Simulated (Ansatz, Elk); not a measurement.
## Bonding as seen by X-rays: BeIrI6

The structure of BeIrI6 used here is made up (a known structure type with other elements) and was relaxed beforehand with PBE. The aim is the Fourier transform of its all-electron density, F(hkl), set beside the sum over free spherical atoms that refinements use.

Method: DFT, PBE, all-electron APW+lo, Dirac cores, scalar-relativistic bands, static density, no spin, in Elk 11.2.3 (patched build).

This account leaves out most program logs.

The structure was built from a prototype and need not be the compound's stable phase.

## (1) The starting structure

Symmetry: R-3, No. 148, trigonal system. Conventional cell: a = 6.878 Å, b = 6.878 Å, c = 18.052 Å, α = 90.00°, β = 90.00°, γ = 120.00°. Nearest to Ir lie 6 I at 2.71 Å. I has 1 Be at 2.71 Å and 1 Ir at 2.71 Å nearest. Be has 6 I at 2.71 Å nearest. Farther neighbours and most contacts between anions are not listed.

## (2) Ground state and structure factors

An all-electron density is needed, since X-rays see the cores too. Task 0 finds the density and task 195 Fourier-transforms it; tshift is off so that phases refer to the origin typed.

elk.in

```
tasks
  0
  195

xctype
  20

spinpol
  .false.

rgkmax
  7.0

gmaxvr
  14.0

lmaxo
  7

lmaxapw
  8

swidth
  0.002

tshift
  .false.

ramdisk
  .false.

hmaxvr
  5.5

maxscl
  120

epspot
  1e-06

sppath
  './'

avec
  6.49855281682 3.75194121786 11.37113361615
  -6.49855281682 3.75194121786 11.37113361615
  -0.00000000000 -7.50388243655 11.37113361587

atoms
  3
  'Ir.in'
  1
  0.0000000000 -0.0000000000 0.0000000000   0.000000 0.000000 0.000000
  'I.in'
  6
  0.7531685850 0.4054118617 0.0946554647   0.000000 0.000000 0.000000
  0.5945881383 0.9053445353 0.2468314150   0.000000 0.000000 0.000000
  0.9053445353 0.2468314150 0.5945881383   0.000000 0.000000 0.000000
  0.2468314150 0.5945881383 0.9053445353   0.000000 0.000000 0.000000
  0.0946554647 0.7531685850 0.4054118617   0.000000 0.000000 0.000000
  0.4054118617 0.0946554647 0.7531685850   0.000000 0.000000 0.000000
  'Be.in'
  1
  0.5000000000 0.5000000000 0.5000000000   0.000000 0.000000 0.000000

ngridk
  4 4 4
```

Command:

```sh
> OMP_NUM_THREADS=4 elk
```

Elapsed: 97 s, on 4 threads of Arm Neoverse V2, shared host; peak memory 0.47 GiB.

SFACRHO.OUT:

```text

h k l indices transformed by vhmat matrix:
   1.000000000       0.000000000       0.000000000    
   0.000000000       1.000000000       0.000000000    
   0.000000000       0.000000000       1.000000000    

      h      k      l  multipl.   |H|            Re(F)            Im(F)           |F|

      0      0      0      1   0.0000000       399.00000     -0.83403357E-15   399.00000    
      1      1      1      2  0.55255575       64.697920     -0.10795471E-13   64.697920    
      0      0     -1      6  0.58781779       72.492273     -0.60394487E-14   72.492273    
      0      1      1      6  0.66880668       87.748297     -0.63929549E-13   87.748297    
     -1     -2     -1      6  0.92433373       61.313265     -0.12827965E-13   61.313265    
      1      0     -1      6  0.96685916      -65.383332      0.56417957E-14   65.383332    
      2      2      1      6   1.0768987       63.669362      0.32498977E-13   63.669362    
      2      2      2      2   1.1051115      -197.29960      0.36759206E-13   197.29960    
      0     -1     -2      6   1.1136133      -162.00147     -0.23809307E-13   162.00147    
      1      0      2      6   1.1136133       298.37389     -0.19514931E-13   298.37389    
     -1      1      1      6   1.1315239       62.172643     -0.40238873E-13   62.172643    
      0     -2      0      6   1.1756356       47.030446     -0.51438489E-13   47.030446    
      0     -2     -2      6   1.3376134       88.947074     -0.97188658E-13   88.947074    
      2      3      2      6   1.4049526       61.122080     -0.36654832E-13   61.122080    
     -3     -1     -1      6   1.4472482       65.598843      0.68372967E-13   65.598843    
      2      3      1      6   1.4683624       196.44756     -0.30316984E-13   196.44756    
      2      1      3      6   1.4683624       179.07388     -0.30226251E-13   179.07388    
     -2      1      0      6   1.4883424       34.799221      0.74713028E-13   34.799221
```

Elk indexes on the primitive cell of elk.in and gives |H| = 4π sin θ/λ in inverse bohr. Below, one row stands for each form hkl of the conventional cell (m members, Friedel mates merged), F is for one primitive cell and the density is static (no thermal factor). Free-atom factors are Waasmaier and Kirfel's, and R is Σm||F|−|F'||/Σm|F|.

```
   hkl  m  sin θ/λ (Å⁻¹)  abs F, DFT  neutral atoms   diff.     ions   diff.
   003  2          0.083      64.698         64.593  +0.105   63.215  +1.483
   101  6          0.088      72.492         72.405  +0.087   71.163  +1.329
   012  6          0.101      87.748         87.674  +0.074   84.460  +3.289
   104  6          0.139      61.313         61.314  -0.001   59.396  +1.918
   110  6          0.145      65.383         65.415  -0.031   67.156  -1.772
   015  6          0.162      63.669         63.620  +0.050   63.226  +0.443
   006  2          0.166     197.300        197.145  +0.155  198.042  -0.742
   113  6          0.168     162.001        161.827  +0.174  161.939  +0.062
2 -1 3  6          0.168     298.374        298.105  +0.269  297.517  +0.857
   021  6          0.170      62.173         62.209  -0.036   61.887  +0.286
   202  6          0.177      47.030         46.932  +0.099   46.040  +0.991
   024  6          0.201      88.947         88.754  +0.193   88.233  +0.714
   107  6          0.211      61.122         61.094  +0.028   61.030  +0.092
   205  6          0.218      65.599         65.548  +0.051   65.504  +0.095
```

The ions are Be2+, Ir4+ and I−, by formal charge.

## (3) The highest occupied states alone

An energy window below the Fermi level keeps the highest occupied states, to see at which angles they scatter; shallow core shells can lie inside it and anion s states outside. No new self-consistency is needed.

elk.in: that of step 2 with these lines changed.

```diff
@@ -1,3 +1,2 @@
 tasks
-  0
   195
@@ -40,2 +39,5 @@
 
+wsfac
+  -0.381780 0.469460
+
 sppath
```

Command:

```sh
> OMP_NUM_THREADS=4 elk
```

It took 37 s on 4 threads; peak memory 0.3 GiB.

States within 15 eV below the Fermi level hold 53.00 electrons; any levels below the window count with the cores. Their amplitudes can exceed the total, where window and core parts have opposite phase:

```
   hkl  sin θ/λ (Å⁻¹)  abs F, window  abs F, all
   003          0.083          5.223      64.698
   101          0.088          5.874      72.492
   012          0.101          8.560      87.748
   104          0.139          4.762      61.313
   110          0.145          2.564      65.383
   015          0.162          3.458      63.669
   006          0.166          7.193     197.300
   113          0.168          6.184     162.001
2 -1 3          0.168         13.215     298.374
   021          0.170          3.130      62.173
```

## (4) Another functional

The difference from free atoms is small, so it is set against the change that LDA (Perdew-Wang) makes.

elk.in: that of step 3 with these lines changed.

```diff
@@ -1,2 +1,3 @@
 tasks
+  0
   195
@@ -4,3 +5,3 @@
 xctype
-  20
+  3
 
@@ -39,5 +40,2 @@
 
-wsfac
-  -0.381780 0.469460
-
 sppath
```

Command:

```sh
> OMP_NUM_THREADS=4 elk
```

It took 60 s on 4 threads; peak memory 0.39 GiB; 2.5 min of CPU time.

Against the first run R = 0.02 %; the largest change is -0.088 at 330.

## (5) Basis size

A smaller basis shows how fast F responds to it; the change is likely larger than the basis error of the first run, but doesn't show convergence.

elk.in: that of step 4 with these lines changed.

```diff
@@ -5,3 +5,3 @@
 xctype
-  3
+  20
 
@@ -11,3 +11,3 @@
 rgkmax
-  7.0
+  5.5
```

Command:

```sh
> OMP_NUM_THREADS=4 elk
```

Elapsed: 76 s, on 4 threads; peak memory 0.44 GiB; 2.7 min of CPU time.

Against the first run R = 0.03 %; the largest change is +0.137 at 0 0 12.

## (6) Settings against the effect

```
              run  R against the first run (%)  R against neutral atoms, low angle (%)  wall time
    PBE, rgkmax 7                         0.00                                    0.16       97 s
LDA (Perdew-Wang)                         0.02                                    0.16       60 s
       rgkmax 5.5                         0.03                                    0.16       76 s
```

## (7) Results

* R against neutral atoms, sin θ/λ < 0.3 Å⁻¹: 0.16 %
* R against neutral atoms, 0.3 to 0.47 Å⁻¹: 0.11 %
* R against ions, below 0.3 Å⁻¹: 0.54 %

**Reading.** Independent neutral atoms miss the calculated amplitudes by R = 0.16 % below 0.3 Å⁻¹ and 0.11 % from there to 0.47 Å⁻¹; by shells, 0.07 % below 0.15 Å⁻¹ (5 forms), 0.17 % 0.15 to 0.3 (32 forms), 0.10 % 0.3 to 0.45 (93 forms), 0.16 % above 0.45 (19 forms). Bonding, aspherical density and the tables' own atoms all enter these figures, and the runs don't part them. The largest change of an amplitude is -0.50 electrons, at 3 -1 4. Formal ions give R = 0.54 % at low angle, further off than neutral atoms. The window's part falls from 53.0 electrons at the origin to at most 0.40 between 0.45 and 0.47 Å⁻¹. Below 0.3 Å⁻¹ the changes that finished (LDA (Perdew-Wang) and rgkmax 5.5) move F by R = 0.02 % at most, against the 0.16 % that separates it from free atoms. The k-mesh has no finished test. These runs have no spin, though d or f shells may be open. The electron count is odd, so without spin the run is a metal by force. Spin-orbit coupling is left out, which can matter for elements this heavy. Part of the difference isn't bonding: the tables are fits to free atoms and ions calculated by other methods than this functional. Thermal motion, anomalous dispersion and extinction are left out.

[Logs are printed without paths, hosts, clocks, repeated set-up lines and the standing remarks that a program may print on its own settings, such as how far it seeks lower states.]

[Hosts, paths, dates, database ids (printed as entryN), source tags and the programs' standing remarks are cut or masked in the printed files.]
